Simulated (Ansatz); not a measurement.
## blue phosphorene on HfC(111): work function and capacitance: cost of one run

Ansatz 0.2.0; plane-wave DFT, PBEsol-D3(BJ), Ansatz PAW. The cell holds 7 atoms.

Contents of input.yaml:

```yaml
crystal:
  lattice:
    - [3.28, 0.0, 0.0]
    - [-1.64, 2.8405633244, 0.0]
    - [0.0, 0.0, 26.0386277622]
  atoms:
    - { symbol: Hf, position: [0.66666667, 0.33333333, 0.3456403341] }
    - { symbol: C, position: [0.0, 0.0, 0.3970935561] }
    - { symbol: Hf, position: [0.33333333, 0.66666667, 0.448546778] }
    - { symbol: C, position: [0.66666667, 0.33333333, 0.5] }
    - { symbol: Hf, position: [0.0, 0.0, 0.551453222] }
    - { symbol: C, position: [0.33333333, 0.66666667, 0.6029064439] }
    - { symbol: Hf, position: [0.66666667, 0.33333333, 0.6543596659] }
kpoints:
  mp_grid: { grid: [12, 12, 1] }
hamiltonian:
  xc: pbesol
  dispersion: d3bj
scf:
  occupations: { method: fermi_dirac, width: 0.1 }
  convergence: { dr2_threshold: 1.0e-09 }
efield:
  axis: 3
  dipole_correction: true
  ramp_position: 0.97
  ramp_width: 0.06
relax:
  f_tol: 0.01
  max_steps: 90
  constraints: [{ sites: [0, 1, 2] }]
output:
  write_potential: true
  write_density: true
  volumetric_format: npy
```

Started as:

```sh
ansatz run input.yaml --threads 4 --pin off --max-ram 6144MiB --backend cpu --events-out ev --progress --plain --runs-dir out
```

The cutoff in use is 420 eV. For reference, a run of the same kind (11 atoms, 19 k-points, 82 bands and 6,477 plane waves; 245 SCF cycles) took 6.4 min and 1.2 GiB on the same hardware.

**Question.** How long does this run take on 4 threads of Arm Neoverse V2, shared host, and how much memory does it need?

A cutoff of 420 eV is a sphere of radius 10.5 Å⁻¹, so a cell of 243 Å³ holds about V·G³/6π² = 4,741 plane waves. At two electrons a band, the 116 electrons need 58 bands, and 12 more are carried. Symmetry cuts the 12×12×1 mesh from 144 to 19 points. The run has 19 k-points, 70 bands and 4,851 plane waves. Taking the work of a cycle as k-points × spins × bands × plane waves, that is 0.64 times the reference, or 4.1 min at the reference's 245 cycles. The run needed 68 SCF cycles over 6 ionic steps, which makes it about 68 s. One copy of the wavefunctions takes 0.096 GiB at 16 bytes a coefficient, against 0.15 GiB in the reference; grids, projectors and work arrays come on top. Measured: about 54 s, with a peak of 0.8 GiB. The run was quicker than this simple count says.

[Logs are printed without paths, hosts, clocks, repeated set-up lines and the standing remarks that a program may print on its own settings, such as how far it seeks lower states.]

[Hosts, paths, dates, database ids (printed as entryN), source tags and the programs' standing remarks are cut or masked in the printed files.]

[Maps of the electrostatic potential energy from Ansatz leave out the sawtooth potential of an applied field or a dipole correction, so their vacuum need not be flat; planar profiles and work functions include it.]
